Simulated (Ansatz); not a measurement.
# NaBe (hypothetical, Pm-3m): phonons against volume

Aim: how the vibrations of NaBe (hypothetical) shift with volume, and the expansion that follows. The crystal structure is hypothetical: it was made by swapping elements on a known structure type.

Method: DFT PBEsol, scalar-relativistic, plane waves, PAW, in Ansatz 0.2.0.

Report form: the programs' logs are mostly left out.

## Step 1: Set-up

Symmetry: Pm-3m, No. 221, cubic system. Conventional cell: a = 3.251 Å, b = 3.251 Å, c = 3.251 Å, α = 90.00°, β = 90.00°, γ = 90.00°. Nearest to Be lie 8 Na at 2.82 Å. Nearest to Na lie 8 Be at 2.82 Å. Farther neighbours are not listed.

## Step 2: Probe on a coarse mesh

Before spending time, one coarse run tells the gap and the pressure of the starting cell.

input.yaml reads:

```yaml
crystal:
  lattice:
    - [3.25061, 0.0, 0.0]
    - [0.0, 3.25061, 0.0]
    - [0.0, 0.0, 3.25061]
  atoms:
    - { symbol: Be, position: [0.5, 0.5, 0.5] }
    - { symbol: Na, position: [0.0, 0.0, 0.0] }
kpoints:
  mp_grid: { grid: [6, 6, 6] }
hamiltonian:
  xc: pbesol
scf:
  occupations: { method: gaussian, width: 0.1 }
output:
  forces: true
  stress: true
  eigenvalues: true
```

Launch:

```console
$ ansatz run input.yaml --threads 4 --pin off --max-ram 8192MiB --backend cpu --events-out ev --progress --plain --runs-dir out
```

The job ended after 0.26 s (4 threads of Intel Xeon Platinum 8488C (Sapphire Rapids), shared host; peak memory 0.32 GiB).

Numbers from this step:

* pressure: 3.167 GPa
* volume per atom: 17.17 Å³
* gap on the k-mesh: 0 eV

The start is under 3.2 GPa at this level and looks like a metal on this mesh.

## Step 3: Relaxation

The vibrations must be taken about the equilibrium of this functional, not about the starting cell, so the structure is relaxed.

input.yaml, the sections that differ from step 2:

```yaml
kpoints:
  mp_grid: { grid: [14, 14, 14] }
relax:
  adjacent_minimum: "off"
  f_tol: 0.005
  max_steps: 80
  cell: { stress_tol: 0.05 }
# crystal, hamiltonian, scf, output: as in step 2
```

Wall time 1.6 s (4 threads); peak memory 0.41 GiB.

Step by step:

| step | energy less that of the first step (eV) | largest force component (eV/Å) | pressure (GPa) | volume (Å³) |
| --- | --- | --- | --- | --- |
| 1 | 0.0000 | 0.0000 | 2.95 | 34.35 |
| 2 | -0.0286 | 0.0000 | -0.05 | 37.79 |
| 3* | -0.0288 | 0.0000 | -0.04 | 37.79 |

Relaxation steps marked * repeat the geometry before them on a plane-wave basis chosen anew for their cell, so energy and pressure can jump there.

Forces are held to the 48 operations that the run works with; a distortion that breaks them can't arise in this run.

| conventional cell, symmetrised | before | after | change |
| --- | --- | --- | --- |
| a (Å) | 3.251 | 3.356 | +3.2 % |
| b (Å) | 3.251 | 3.356 | +3.2 % |
| c (Å) | 3.251 | 3.356 | +3.2 % |
| volume (Å³/atom) | 17.17 | 18.90 | +10.0 % |

Final coordinates:

```cif
data_structure
_symmetry_space_group_name_H-M 'P 1'
_symmetry_Int_Tables_number 1
_cell_length_a 3.3559
_cell_length_b 3.3559
_cell_length_c 3.3559
_cell_angle_alpha 90.000
_cell_angle_beta 90.000
_cell_angle_gamma 90.000
_cell_volume 37.79
loop_
_atom_site_label
_atom_site_type_symbol
_atom_site_fract_x
_atom_site_fract_y
_atom_site_fract_z
_atom_site_occupancy
Be1 Be 0.50000 0.50000 0.50000 1
Na2 Na 0.00000 0.00000 0.00000 1
```

Numbers from this step:

```
pressure        : -0.04165 GPa
volume per atom : 18.90 Å³
```

The relaxation ends with a pressure of -0.04 GPa.

## Step 4: A second relaxation

The relaxation is run once more from where the first one ended, as the script does after a large change of volume or of the gap, with mesh and occupations reviewed.

input.yaml, the sections that differ from step 3:

```yaml
crystal:
  lattice:
    - [3.3558860613, 0.0, 0.0]
    - [0.0, 3.3558860613, 0.0]
    - [0.0, 0.0, 3.3558860613]
  atoms:
    - { symbol: Be, position: [0.5, 0.5, 0.5] }
    - { symbol: Na, position: [0.0, 0.0, 0.0] }
kpoints:
  mp_grid: { grid: [12, 12, 12] }
# hamiltonian, scf, output, relax: as in step 3
```

Elapsed: 0.89 s, on 4 threads; peak memory 0.39 GiB.

Little changed from the start: no atom moved by 0.005 Å and no cell edge by 0.1 %.

Numbers from this step:

```yaml
pressure: -0.02747 GPa
```

## Step 5: Tight relaxation

The relaxation is repeated with tighter thresholds on force and stress, since phonons are sensitive to what is left; a change of mesh or smearing in the input moves the cell too.

input.yaml, the sections that differ from step 4:

```yaml
scf:
  occupations: { method: methfessel_paxton, width: 0.15 }
relax:
  adjacent_minimum: "off"
  f_tol: 0.001
  max_steps: 60
  cell: { stress_tol: 0.01 }
# crystal, kpoints, hamiltonian, output: as in step 4
```

Elapsed: 1.2 s, on 4 threads; peak memory 0.39 GiB; 3.8 s of CPU time.

Little changed from the start: no atom moved by 0.005 Å and no cell edge by 0.1 %.

This step gave:

- pressure: -0.001563 GPa
- volume per atom: 18.87 Å³

The residual pressure is -0.0016 GPa, small enough for phonons.

## Step 6: Phonons, V/V0 1

Phonons at this volume give one point of F(V, T); meshes stay fixed along the series.

input.yaml reads:

```yaml
crystal:
  lattice:
    - [3.3544755195, 0.0, 0.0]
    - [0.0, 3.3544755195, 0.0]
    - [0.0, 0.0, 3.3544755195]
  atoms:
    - { symbol: Be, position: [0.5, 0.5, 0.5] }
    - { symbol: Na, position: [0.0, 0.0, 0.0] }
kpoints:
  mp_grid: { grid: [12, 12, 12] }
hamiltonian:
  xc: pbesol
scf:
  occupations: { method: methfessel_paxton, width: 0.15 }
output:
  eigenvalues: true
phonons:
  method: dfpt
  qmesh: [4, 4, 4]
  temperatures: { t_max: 1000, t_step: 50 }
  qpath:
    path:
      - [[0.0, 0.0, 0.0], [0.0, 0.5, 0.0], [0.5, 0.5, 0.0], [0.0, 0.0, 0.0], [0.5, 0.5, 0.5], [0.0, 0.5, 0.0]]
      - [[0.5, 0.5, 0.5], [0.5, 0.5, 0.0]]
    npoints: 10
```

The job ended after 70 s (4 threads; peak memory 1.1 GiB).

Numbers from this step:

| Item | Value |
| --- | --- |
| Γ frequencies | 0, 0, 0, 304.3, 304.3, 304.3 cm⁻¹ (negative: imaginary) |
| lowest frequency on the path | -187.0 cm⁻¹ |
| point group | m-3m |
| highest frequency | 314.7 cm⁻¹ |

No LO-TO term. Phonon branches along the path, in cm⁻¹:

| point | branch 1 | branch 2 | branch 3 | branch 4 | branch 5 | branch 6 |
| --- | --- | --- | --- | --- | --- | --- |
| Γ | 0 | 0 | 0 | 304 | 304 | 304 |
| halfway | 12 | 109 | 109 | 238 | 296 | 296 |
| X | -93 | 159 | 159 | 199 | 286 | 286 |
| halfway | -160 | 48 | 155 | 226 | 260 | 299 |
| M | -187 | -187 | 151 | 257 | 257 | 315 |
| halfway | -114 | 134 | 166 | 186 | 265 | 297 |
| Γ | 0 | 0 | 0 | 304 | 304 | 304 |
| halfway | 42 | 42 | 130 | 233 | 244 | 244 |
| R | -23 | -23 | -23 | 205 | 205 | 205 |
| halfway | -156 | 79 | 172 | 184 | 223 | 260 |
| X | -93 | 159 | 159 | 199 | 286 | 286 |
| jump to R | -23 | -23 | -23 | 205 | 205 | 205 |
| halfway | -138 | -138 | 181 | 190 | 240 | 240 |
| M | -187 | -187 | 151 | 257 | 257 | 315 |

The phonon density of states has structure finer than the step of the table below, so its rows give means over 20 cm⁻¹, whole bins alone (the curve runs from -188 to 318 cm⁻¹). Peaks (cm⁻¹: height): -152.5: 0.0151, 157.5: 0.0409, 257.5: 0.0415, 287.5: 0.0379.

Tetrahedra on 20 20 20, mean over bins of 5 cm⁻¹. The phonon density of states by wavenumber; means over each step:

| wavenumber (cm⁻¹) | phonon density of states (1/cm⁻¹/cell) |
| --- | --- |
| -160 | 0.0121 |
| -140 | 0.0135 |
| -120 | 0.0112 |
| -100 | 0.00923 |
| -80 | 0.00679 |
| -60 | 0.00525 |
| -40 | 0.00336 |
| -20 | 0.00228 |
| 0 | 0.00168 |
| 20 | 0.00159 |
| 40 | 0.00198 |
| 60 | 0.00304 |
| 80 | 0.00507 |
| 100 | 0.00762 |
| 120 | 0.00961 |
| 140 | 0.0126 |
| 160 | 0.0317 |
| 180 | 0.0105 |
| 200 | 0.0190 |
| 220 | 0.0241 |
| 240 | 0.0263 |
| 260 | 0.0308 |
| 280 | 0.0275 |
| 300 | 0.0186 |

The modes has structure finer than the step of the table below, so its rows give means over 10 cm⁻¹, whole bins alone (the curve runs from -196 to 334 cm⁻¹). Peaks (cm⁻¹: height): Be -146.0: 0.0110, 260.3: 0.0177, 293.6: 0.0278; Na -146.0: 0.00388, 157.0: 0.0308, 257.0: 0.0207.

Phonopy on the run's constants, 17x17x17 mesh, Gaussian sigma 3.8 cm⁻¹. Modes against wavenumber; means over each step; values in 1/cm⁻¹/cell:

| wavenumber (cm⁻¹) | Be | Na |
| --- | --- | --- |
| -190 | 6.2e-4 | 2.1e-4 |
| -180 | 0.00326 | 0.00113 |
| -170 | 0.00625 | 0.00218 |
| -160 | 0.00950 | 0.00329 |
| -150 | 0.0104 | 0.00366 |
| -140 | 0.0101 | 0.00362 |
| -130 | 0.00887 | 0.00326 |
| -120 | 0.00863 | 0.00323 |
| -110 | 0.00606 | 0.00230 |
| -100 | 0.00701 | 0.00281 |
| -90 | 0.00554 | 0.00261 |
| -80 | 0.00520 | 0.00235 |
| -70 | 0.00459 | 0.00259 |
| -60 | 0.00285 | 0.00167 |
| -50 | 0.00256 | 0.00177 |
| -40 | 0.00158 | 0.00126 |
| -30 | 0.00113 | 0.00107 |
| -20 | 5.6e-4 | 7.1e-4 |
| -10 | 4.4e-4 | 2.8e-4 |
| 0 | 6.3e-4 | 3.3e-4 |
| 10 | 8.9e-4 | 5.0e-4 |
| 20 | 0.00145 | 0.00103 |
| 30 | 0.00113 | 9.1e-4 |
| 40 | 0.00134 | 0.00101 |
| 50 | 0.00135 | 9.8e-4 |
| 60 | 9.6e-4 | 0.00107 |
| 70 | 0.00127 | 0.00140 |
| 80 | 0.00233 | 0.00281 |
| 90 | 0.00416 | 0.00367 |
| 100 | 0.00413 | 0.00500 |
| 110 | 0.00357 | 0.00528 |
| 120 | 0.00304 | 0.00549 |
| 130 | 0.00313 | 0.00568 |
| 140 | 0.00370 | 0.00931 |
| 150 | 0.00446 | 0.0207 |
| 160 | 0.00346 | 0.0281 |
| 170 | 0.00289 | 0.0185 |
| 180 | 0.00217 | 0.00977 |
| 190 | 0.00438 | 0.00972 |
| 200 | 0.00521 | 0.0124 |
| 210 | 0.00730 | 0.0130 |
| 220 | 0.00953 | 0.0156 |
| 230 | 0.00873 | 0.0161 |
| 240 | 0.00971 | 0.0159 |
| 250 | 0.0131 | 0.0182 |
| 260 | 0.0166 | 0.0169 |
| 270 | 0.0140 | 0.00764 |
| 280 | 0.0228 | 0.00591 |
| 290 | 0.0264 | 0.00440 |
| 300 | 0.0170 | 0.00239 |
| 310 | 0.00366 | 2.4e-4 |
| 320 | 3.2e-4 | 9.5e-7 |

No LO-TO term. The modes at Γ (shares of kinetic energy by element, %):

| mode | frequency (cm⁻¹) | symmetry | Be % | Na % |
| --- | --- | --- | --- | --- |
| 1 | 0.0 | T1u | 28 | 72 |
| 2 | 0.0 | T1u | 28 | 72 |
| 3 | 0.0 | T1u | 28 | 72 |
| 4 | 304.3 | T1u | 72 | 28 |
| 5 | 304.3 | T1u | 72 | 28 |
| 6 | 304.3 | T1u | 72 | 28 |

Displacements in mode 5 (304.3 cm⁻¹), the largest set to 1:
```
Be1  0.00  1.00  0.34
Na2  0.00 -0.39 -0.13
```

The lowest solved frequency is -187 cm⁻¹, so the cell is unstable here and gives no valid free energy.

## Step 7: Single point at a scaled cell, V/V0 1.015

Symmetry fixes every atom, so a single point at the scaled cell gives the energy and pressure of this member.

The cell differs from the one that the last finished run ended in (a 3.354 → 3.371 Å, b 3.354 → 3.371 Å, c 3.354 → 3.371 Å).

input.yaml, the sections that differ from step 6:

```yaml
crystal:
  lattice:
    - [3.3711647271, 0.0, 0.0]
    - [0.0, 3.3711647271, 0.0]
    - [0.0, 0.0, 3.3711647271]
  atoms:
    - { symbol: Be, position: [0.5, 0.5, 0.5] }
    - { symbol: Na, position: [0.0, 0.0, 0.0] }
output:
  forces: true
  stress: true
  eigenvalues: true
# kpoints, hamiltonian, scf: as in step 6
# phonons: removed
```

The job ended after 0.42 s (4 threads; peak memory 0.37 GiB; 1.2 s of CPU time).

This step gave:

```
pressure        : -0.3812 GPa
volume per atom : 19.16 Å³
```

The run ends at a pressure of -0.38 GPa.

## Step 8: Phonons, V/V0 1.015

The same q-mesh and k-mesh are kept at every volume, so that much of their error can cancel in the differences.

input.yaml, the sections that differ from step 7:

```yaml
output:
  eigenvalues: true
phonons:
  method: dfpt
  qmesh: [4, 4, 4]
  temperatures: { t_max: 1000, t_step: 50 }
  qpath:
    path:
      - [[0.0, 0.0, 0.0], [0.0, 0.5, 0.0], [0.5, 0.5, 0.0], [0.0, 0.0, 0.0], [0.5, 0.5, 0.5], [0.0, 0.5, 0.0]]
      - [[0.5, 0.5, 0.5], [0.5, 0.5, 0.0]]
    npoints: 10
# crystal, kpoints, hamiltonian, scf: as in step 7
```

Run time: 68 s. Hardware: 4 threads; peak memory 1.1 GiB.

The lowest solved frequency is -186 cm⁻¹, so the cell is unstable here and gives no valid free energy. The highest zone-centre mode (no LO–TO term) moved by -1.9 % for a volume change of +1.5 %.

## Step 9: Single point at a scaled cell, V/V0 0.985

The cell differs from the one that the last finished run ended in (a 3.371 → 3.338 Å, b 3.371 → 3.338 Å, c 3.371 → 3.338 Å).

input.yaml, the sections that differ from step 8:

```yaml
crystal:
  lattice:
    - [3.3376185741, 0.0, 0.0]
    - [0.0, 3.3376185741, 0.0]
    - [0.0, 0.0, 3.3376185741]
  atoms:
    - { symbol: Be, position: [0.5, 0.5, 0.5] }
    - { symbol: Na, position: [0.0, 0.0, 0.0] }
output:
  forces: true
  stress: true
  eigenvalues: true
# kpoints, hamiltonian, scf: as in step 8
# phonons: removed
```

Run time: 0.4 s. Hardware: 4 threads; peak memory 0.36 GiB.

The run ends at a pressure of 0.41 GPa.

## Step 10: Lattice dynamics at this volume, V/V0 0.985

input.yaml, the sections that differ from step 9:

```yaml
output:
  eigenvalues: true
phonons:
  method: dfpt
  qmesh: [4, 4, 4]
  temperatures: { t_max: 1000, t_step: 50 }
  qpath:
    path:
      - [[0.0, 0.0, 0.0], [0.0, 0.5, 0.0], [0.5, 0.5, 0.0], [0.0, 0.0, 0.0], [0.5, 0.5, 0.5], [0.0, 0.5, 0.0]]
      - [[0.5, 0.5, 0.5], [0.5, 0.5, 0.0]]
    npoints: 10
# crystal, kpoints, hamiltonian, scf: as in step 9
```

Wall time 66 s (4 threads); peak memory 1.1 GiB; 4.2 min of CPU time.

No LO-TO term. The phonon branches at the labelled points (cm⁻¹):

| point | branch 1 | branch 2 | branch 3 | branch 4 | branch 5 | branch 6 |
| --- | --- | --- | --- | --- | --- | --- |
| Γ | 0 | 0 | 0 | 310 | 310 | 310 |
| halfway | 24 | 110 | 110 | 243 | 302 | 302 |
| X | -86 | 162 | 162 | 203 | 291 | 291 |
| halfway | -160 | 48 | 158 | 231 | 266 | 304 |
| M | -188 | -188 | 154 | 263 | 263 | 320 |
| halfway | -115 | 136 | 170 | 191 | 271 | 302 |
| Γ | 0 | 0 | 0 | 310 | 310 | 310 |
| halfway | 44 | 44 | 132 | 238 | 249 | 249 |
| R | 22 | 22 | 22 | 209 | 209 | 209 |
| halfway | -156 | 80 | 176 | 188 | 228 | 266 |
| X | -86 | 162 | 162 | 203 | 291 | 291 |
| jump to R | 22 | 22 | 22 | 209 | 209 | 209 |
| halfway | -137 | -137 | 184 | 195 | 245 | 245 |
| M | -188 | -188 | 154 | 263 | 263 | 320 |

The lowest solved frequency is -189 cm⁻¹, so the cell is unstable here and gives no valid free energy. The highest zone-centre mode (no LO–TO term) moved by +1.9 % for a volume change of -1.5 %.

## Step 11: A cell at another volume, V/V0 1.03

The cell differs from the one that the last finished run ended in (a 3.338 → 3.388 Å, b 3.338 → 3.388 Å, c 3.338 → 3.388 Å).

input.yaml, the sections that differ from step 10:

```yaml
crystal:
  lattice:
    - [3.3876903085, 0.0, 0.0]
    - [0.0, 3.3876903085, 0.0]
    - [0.0, 0.0, 3.3876903085]
  atoms:
    - { symbol: Be, position: [0.5, 0.5, 0.5] }
    - { symbol: Na, position: [0.0, 0.0, 0.0] }
output:
  forces: true
  stress: true
  eigenvalues: true
# kpoints, hamiltonian, scf: as in step 10
# phonons: removed
```

The job ended after 0.4 s (4 threads; peak memory 0.37 GiB).

The run ends at a pressure of -0.73 GPa.

## Step 12: Phonons, V/V0 1.03

input.yaml, the sections that differ from step 11:

```yaml
output:
  eigenvalues: true
phonons:
  method: dfpt
  qmesh: [4, 4, 4]
  temperatures: { t_max: 1000, t_step: 50 }
  qpath:
    path:
      - [[0.0, 0.0, 0.0], [0.0, 0.5, 0.0], [0.5, 0.5, 0.0], [0.0, 0.0, 0.0], [0.5, 0.5, 0.5], [0.0, 0.5, 0.0]]
      - [[0.5, 0.5, 0.5], [0.5, 0.5, 0.0]]
    npoints: 10
# crystal, kpoints, hamiltonian, scf: as in step 11
```

Elapsed: 67 s, on 4 threads; peak memory 1.1 GiB.

[end of part 1 of 2]

[Logs are printed without paths, hosts, clocks, repeated set-up lines and the standing remarks that a program may print on its own settings, such as how far it seeks lower states.]

[Hosts, paths, dates, database ids (printed as entryN), source tags and the programs' standing remarks are cut or masked in the printed files.]

[A step with changed settings may run another functional than the one named; its input shows which.]

[Of the runs on displaced cells, only some may be shown.]
